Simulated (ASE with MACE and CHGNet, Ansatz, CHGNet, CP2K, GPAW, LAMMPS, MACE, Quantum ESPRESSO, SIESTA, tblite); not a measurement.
# Machine-learned potentials runs on amorphous polyacrylonitrile (as short chains C14N4H18) at 360 K (108 atoms)

Aim: run amorphous polyacrylonitrile (as short chains C14N4H18) at 360 K (108 atoms) in machine-learned potentials and see how near its forces come to a plane-wave reference, and at what cost.

Program: ASE with MACE and CHGNet. Level of theory: the method is named at each step. Results are calculated unless marked as measured.

**1. The structure**

The cell holds 108 atoms: 42 C, 12 N and 54 H. Cell: a = 10.346 Å, b = 10.346 Å, c = 10.346 Å, α = 90.0°, β = 90.0°, γ = 90.0°. 3 polyacrylonitrile chains of 4 units with methyl end groups placed at random, at 1.09 g/cm³; overlaps pushed apart, then 20 ps at 800 K with MMFF94 bonds, angles, torsions, charges and radii (Halgren, J. Comput. Chem. 17, 490 (1996)) in harmonic and 12-6 forms. Snapshot after 30 ps at 360 K and fixed volume.

The yardstick, on the same geometry:

| Quantity | Value |
| --- | --- |
| method | Kohn-Sham DFT, PBE, PAW, plane waves (Ansatz 0.2.0); cutoff 420 eV, Γ point, fermi-dirac smearing of 0.05 eV; PAW set soft_2 |
| r.m.s. force component | 1.196 eV/Å |
| longest force | 5.414 eV/Å |
| pressure | 3.184 GPa |
| gap (highest filled to lowest empty level) | 5.883 eV |
| SCF cycles | 10 |
| time | 9.2 s on 4 threads of Arm Neoverse V2, shared host |
| CPU time | 33 s |

**2. MACE MP-0b3 medium potential**

Method: machine-learned interatomic potential MACE MP-0b3 medium, trained on PBE(+U) plane-wave data.

Contents of run.py:

```python
import numpy as np
from ase.io import read
import mlip  # loads the published weights by name

atoms = read("structure.xyz")
atoms.calc = mlip.calc("mace-mp-0b3-medium")
energy = atoms.get_potential_energy()
forces = atoms.get_forces()
print(f"energy {energy:.6f} eV")
print("forces (eV/A)")
for i, (a, f) in enumerate(zip(atoms, forces)):
    print(f"{i:4d} {a.symbol:2s} {f[0]:10.5f} {f[1]:10.5f} {f[2]:10.5f}")
stress = -atoms.get_stress(voigt=False) * 160.21766
print("stress (GPa, compression positive)")
for row in stress:
    print(" ".join(f"{x:10.4f}" for x in row))
```

Contents of structure.xyz:

```xyz
108
Lattice="10.34621 0.00000 0.00000 0.00000 10.34621 0.00000 0.00000 0.00000 10.34621" Properties=species:S:1:pos:R:3 pbc="T T T"
C 0.73044 7.25176 3.71770
C 1.68291 6.50435 2.75457
C 2.69498 7.49448 2.24554
C 2.27420 7.99576 0.90902
N 1.98099 8.51441 10.24844
C 4.12245 6.89006 2.27337
C 4.61193 5.87934 1.24486
C 4.79071 6.61599 0.00445
N 4.64183 7.25683 9.43202
C 3.58548 4.71042 1.12256
C 4.33548 3.42656 0.81590
C 5.32623 3.05275 1.89667
N 5.88430 2.52023 2.79213
C 3.27447 2.42050 0.77690
C 3.48605 1.08718 0.07242
C 4.39331 0.24376 0.86815
N 5.13958 9.95378 1.46916
C 4.06927 1.10001 9.05697
H 1.20430 7.53711 4.62000
H 10.22392 6.69679 3.91573
H 0.30397 8.13843 3.15239
H 2.08042 5.78105 3.40183
H 1.21444 5.95787 1.93102
H 2.69260 8.42492 2.92332
H 4.11252 6.35599 3.16904
H 4.78864 7.68237 2.59773
H 5.47025 5.53729 1.65239
H 3.00940 4.63965 1.97271
H 2.85338 4.98791 0.51152
H 4.85072 3.44136 10.20974
H 2.38242 2.84500 0.19844
H 2.87987 2.29789 1.80800
H 2.56120 0.59791 10.29272
H 4.30102 2.17446 8.72972
H 4.98594 0.52704 8.97503
H 3.24612 0.68399 8.39347
C 1.73434 5.04150 6.35195
C 1.39498 5.22701 7.88092
C 0.19130 6.10933 7.98220
C 0.49196 7.38823 7.34912
N 0.77990 8.43382 6.88613
C 10.03189 6.35423 9.44112
C 8.56718 6.73807 9.44257
C 7.67947 5.65886 9.06152
N 6.97541 4.80126 8.81942
C 8.27852 7.29967 0.45347
C 8.95051 8.69454 0.86318
C 8.35394 9.04321 2.15098
N 7.91216 9.16105 3.19160
C 8.52859 9.78017 10.18408
C 8.83432 0.93592 0.17133
C 10.01875 1.41236 9.66667
N 0.57225 1.85425 9.03690
C 7.66923 1.84152 10.23509
H 2.51785 5.71152 6.10799
H 2.11559 4.00719 6.24011
[... 48 atom lines left out ...]
H 3.84310 9.35411 6.80243
H 3.70487 7.35471 5.46114
H 5.41107 7.55635 4.91207
H 5.05071 7.09740 6.66037
```

Launch:

```
$ OMP_NUM_THREADS=1 python run.py > output.txt
```

The log of the run:

```text
energy -663.841742 eV
forces (eV/A)
   0 C     0.04353    1.27677   -3.19288
   1 C    -1.37216    1.27272    0.67029
   2 C     0.43223    0.84776   -0.76794
   3 C     0.34822    0.71922    0.06726
   4 N    -0.12740   -0.43613    0.43813
   5 C    -0.99516    1.05380    0.26497
   6 C    -3.60539    1.46243   -0.80081
   7 C    -0.12375   -2.54865    3.27051
   8 N     0.14077    2.53169   -4.11874
   9 C     5.28761    0.57077    0.92945
  10 C     0.90988    0.13732    0.78897
  11 C    -0.03165   -0.99945    1.10639
  12 N    -0.57922    1.33712   -1.36155
  13 C    -3.07651   -0.71686   -0.82750
  14 C     1.98904   -0.18172    1.49168
  15 C    -1.22092    0.99419   -0.59620
  16 N     0.82661   -1.14289    0.87366
  17 C    -0.73014    1.68027   -2.02197
  18 H     0.55563    0.53337    0.98397
  19 H    -1.71219   -1.48212    0.65873
  20 H     0.59904   -0.41440    0.84421
  21 H     1.19699   -1.39855    0.75633
  22 H    -0.44972    0.10156   -0.00592
  23 H     0.14353   -1.16197   -0.77007
[...]
100 H     0.23948   -0.60084   -1.09929
 101 H    -0.21501    0.98117   -2.55306
 102 H     0.06276   -1.08478   -1.35427
 103 H    -0.30357   -0.51657   -0.31896
 104 H     0.50202    0.01784   -0.22091
 105 H     0.24888    0.05276    0.07314
 106 H    -0.34956   -0.11241    0.59635
 107 H    -0.35392    0.50026   -0.77427
stress (GPa, compression positive)
    3.7935    -0.4705     0.3816
   -0.4705     2.0557     0.0547
    0.3816     0.0547     2.3544
```

Run time: 8.6 s. Hardware: 1 thread of Arm Neoverse V2, shared host; peak memory 1.4 GiB.

Banners, paths, timers and routine set-up lines are dropped from the logs unmarked, and long logs keep their key lines alone; longer cuts are marked.

Against the reference:

```
r.m.s. force component                  : 1.206 eV/Å
r.m.s. difference of force components   : 176.5 meV/Å
longest difference of force vectors     : 790.7 meV/Å
force difference over r.m.s. force      : 14.75 %
slope of forces against the reference's : 0.9977
correlation of force components         : 0.9892
pressure                                : 2.735 GPa
pressure difference                     : -0.4499 GPa
```

Length of the force difference by element (eV/Å):

| element | atoms | mean | most |
| --- | --- | --- | --- |
| C | 42 | 0.38 | 0.70 |
| H | 54 | 0.14 | 0.31 |
| N | 12 | 0.30 | 0.79 |

The surroundings of H36, picked at random, nearest first, numbered as they follow in the input and with coordinates relative to it.

| atom | x | y | z | distance (Å) | bonds | Fx | Fy | Fz (eV/Å) |
| --- | --- | --- | --- | --- | --- | --- | --- | --- |
| H36 | 0.00 | 0.00 | 0.00 | 0.00 | 1 | 1.16 | 0.36 | 0.27 |
| C18 | 0.82 | 0.42 | 0.66 | 1.14 | 4 | -0.73 | 1.68 | -2.02 |
| H35 | 1.74 | -0.16 | 0.58 | 1.84 | 1 | 0.14 | -0.32 | -0.14 |
| H34 | 1.05 | 1.49 | 0.34 | 1.86 | 1 | -0.31 | -1.27 | 0.12 |
| H33 | -0.68 | -0.09 | 1.90 | 2.02 | 1 | -1.45 | -0.67 | 0.39 |
| C15 | 0.24 | 0.40 | 2.03 | 2.08 | 4 | 1.99 | -0.18 | 1.49 |
| H101 | -1.07 | 0.35 | -1.82 | 2.14 | 1 | 0.24 | -0.60 | -1.10 |
| H105 | 0.60 | -1.68 | -1.59 | 2.39 | 1 | 0.50 | 0.02 | -0.22 |
| N53 | -2.67 | 1.17 | 0.64 | 2.99 | 1 | -1.75 | -0.75 | 1.05 |

Atoms are counted from 1 here, from 0 in the log.

Forces lie 15 % from the reference's, at 0.25 times its CPU time (on 1 against 4 cores).

**3. MACE MP-0b2 small potential**

Method: machine-learned interatomic potential MACE MP-0b2 small, trained on PBE(+U) plane-wave data.

run.py: that of step 2 with these lines changed.

```diff
@@ -5,3 +5,3 @@
 atoms = read("structure.xyz")
-atoms.calc = mlip.calc("mace-mp-0b3-medium")
+atoms.calc = mlip.calc("mace-mp-0b2-small")
 energy = atoms.get_potential_energy()
```

structure.xyz is that of step 2.

The log of the run:

```text
energy -665.258990 eV
forces (eV/A)
   0 C    -0.11305    1.36943   -3.40255
   1 C    -1.62879    1.26969    0.64322
   2 C     0.42992    0.94887   -0.79118
   3 C     0.75101    0.31385    0.45706
   4 N    -0.02540   -0.20701    0.26650
   5 C    -0.90862    1.15649    0.19610
   6 C    -3.48761    1.49009   -0.95840
   7 C     0.03975   -2.77014    3.59518
   8 N    -0.11891    2.63917   -4.14856
   9 C     5.56495    0.65766    0.85479
  10 C     0.67091    0.39571    0.82333
  11 C     0.04751   -1.03155    1.02928
  12 N    -0.78818    1.15222   -1.35567
  13 C    -2.82537   -1.04278   -0.71924
  14 C     1.79296   -0.03758    1.74283
  15 C    -1.74764    1.20890   -0.74266
  16 N     1.19028   -1.22493    1.03870
  17 C    -0.60102    1.67787   -2.08834
  18 H     0.57229    0.51463    1.04721
  19 H    -1.70733   -1.53253    0.73808
  20 H     0.65649   -0.41265    0.84328
  21 H     1.31165   -1.42368    0.65378
  22 H    -0.52208    0.06224    0.14008
  23 H     0.13032   -1.09013   -0.82935
[...]
100 H     0.11961   -0.64822   -1.11989
 101 H    -0.06742    1.00147   -2.56975
 102 H     0.03996   -0.97164   -1.48233
 103 H    -0.33703   -0.54301   -0.49522
 104 H     0.50487    0.02401   -0.14844
 105 H     0.22239    0.14870    0.11740
 106 H    -0.28824   -0.15298    0.58096
 107 H    -0.35586    0.45120   -0.77842
stress (GPa, compression positive)
    3.6616    -0.3969     0.2997
   -0.3969     1.9378     0.0926
    0.2997     0.0926     2.0128
```

Run time: 6.5 s. Hardware: 1 thread; peak memory 0.7 GiB.

Against the reference:

```
r.m.s. force component                  : 1.24 eV/Å
r.m.s. difference of force components   : 202.7 meV/Å
longest difference of force vectors     : 966.3 meV/Å
force difference over r.m.s. force      : 16.94 %
slope of forces against the reference's : 1.024
correlation of force components         : 0.9868
pressure                                : 2.537 GPa
pressure difference                     : -0.647 GPa
```

Against the first run (15 %), the force difference from the reference is 17 %, at 0.74 times the CPU time.

**4. CHGNet 0.3.0 potential**

Method: machine-learned interatomic potential CHGNet 0.3.0, trained on PBE(+U) plane-wave data.

run.py: that of step 3 with these lines changed.

```diff
@@ -5,3 +5,3 @@
 atoms = read("structure.xyz")
-atoms.calc = mlip.calc("mace-mp-0b2-small")
+atoms.calc = mlip.calc("chgnet-0.3.0")
 energy = atoms.get_potential_energy()
```

structure.xyz is that of step 3.

The log of the run:

```text
CHGNet v0.3.0 initialized with 412,525 parameters
CHGNet will run on cpu
energy -669.352844 eV
forces (eV/A)
   0 C     0.08813    1.42963   -3.22374
   1 C    -1.52903    0.90659    0.63018
   2 C     0.58969    1.13781   -0.43046
   3 C     0.35897    0.43831    0.38409
   4 N    -0.18067   -0.14103    0.03261
   5 C    -0.59821    1.12457    0.30905
   6 C    -3.28615    1.37320   -0.85397
   7 C     0.11935   -2.71543    3.76830
   8 N     0.02224    2.68483   -4.47032
   9 C     4.55450    0.56835    1.09404
  10 C     0.79808    0.32897    0.42866
  11 C    -0.05300   -0.86260    0.53317
  12 N    -0.24498    0.95583   -0.77059
  13 C    -3.27023   -0.49804   -0.65571
  14 C     1.56836   -0.03968    1.43569
  15 C    -1.62402    0.97482   -0.91722
  16 N     1.31091   -1.32648    1.18539
  17 C    -0.50549    1.72010   -2.18621
  18 H     0.57078    0.51513    1.02824
  19 H    -1.72763   -1.43266    0.64047
  20 H     0.60137   -0.50745    0.79918
  21 H     1.12204   -1.41330    0.72389
  22 H    -0.39003    0.08641    0.04110
  23 H     0.03799   -1.12533   -0.91228
[...]
100 H     0.31086   -0.59697   -1.15922
 101 H    -0.06032    1.15708   -2.56529
 102 H    -0.00735   -1.00365   -1.20536
 103 H    -0.34078   -0.42113   -0.27828
 104 H     0.61120    0.07199   -0.23168
 105 H     0.38221    0.12522    0.14884
 106 H    -0.35865   -0.13274    0.65637
 107 H    -0.32607    0.56267   -0.77240
stress (GPa, compression positive)
    4.0309    -0.2704     0.4884
   -0.2704     2.3983    -0.2012
    0.4884    -0.2012     2.9093
```

Wall time 4 s (1 thread); peak memory 2.2 GiB.

Numbers from this run, and their distance from the reference:

* r.m.s. force component: 1.186 eV/Å
* r.m.s. difference of force components: 267.1 meV/Å
* longest difference of force vectors: 1160 meV/Å
* force difference over r.m.s. force: 22.33 %
* slope of forces against the reference's: 0.9671
* correlation of force components: 0.9749
* pressure: 3.113 GPa
* pressure difference: -0.0716 GPa

Against the first run (15 %), the force difference from the reference is 22 %, at 0.49 times the CPU time.

**5. The ladder**

Differences are against the plane-wave reference, forces as r.m.s. over components; share is that over the reference's r.m.s. force, slope the least-squares factor from reference forces to these. Total energies of different programs have different zeros and aren't compared.

| run | Δ force, r.m.s. (meV/Å) | share (%) | slope | Δ pressure (GPa) | cores | CPU time | memory (GiB) |
| --- | --- | --- | --- | --- | --- | --- | --- |
| reference | - | - | - | - | 4 | 33 s | 1.1 |
| MACE MP-0b3 medium potential | 176 | 14.8 | 0.998 | -0.450 | 1 | 8.1 s | 1.4 |
| MACE MP-0b2 small potential | 203 | 16.9 | 1.024 | -0.647 | 1 | 6 s | 0.7 |
| CHGNet 0.3.0 potential | 267 | 22.3 | 0.967 | -0.0716 | 1 | 3.9 s | 2.2 |

Times of the machine-learned potentials are mostly Python's start and the loading of weights.

CPU time is summed over cores on a shared host, where runs went side by side, so it is rough. Symmetry, cutoffs, thresholds, outputs and thread counts weren't matched or tuned between programs; memory under MPI is the largest rank's times the ranks.

**6. Outcome**

* nearest in forces: MACE MP-0b3 medium potential, 15 %
* its CPU time: 8.1 s

Machine-learned potentials differ by 15 % (MACE MP-0b3 medium potential) to 22 % (CHGNet 0.3.0 potential); they were trained on other programs' data. Machine-learned potentials mimic data converged in k, so the reference's own k-point error enters their differences. The network of contacts between molecules at the start is that of the classical potential that made the cell, and needn't be the one that DFT or experiment would give. The reference's PBE has no dispersion term, which matters for the binding between molecules or layers. The density was typed from a rule of thumb and may lie off the real one at this temperature. The electronic-structure runs sample only Γ, in a cell whose shortest periodic width is 10 Å.

[Also dropped from logs without a mark: logging warnings of Python, and SIESTA's first energy breakdown and zero terms.]

[Logs are printed without paths, hosts, clocks, repeated set-up lines and the standing remarks that a program may print on its own settings, such as how far it seeks lower states.]

[Hosts, paths, dates, database ids (printed as entryN), source tags and the programs' standing remarks are cut or masked in the printed files.]

[The MMFF94 radii named for the starting cell were scaled by 0.96; in molecules described by MMFF94, hydrogen bound to N, O or S took a small fixed 12-6 site in their place.]
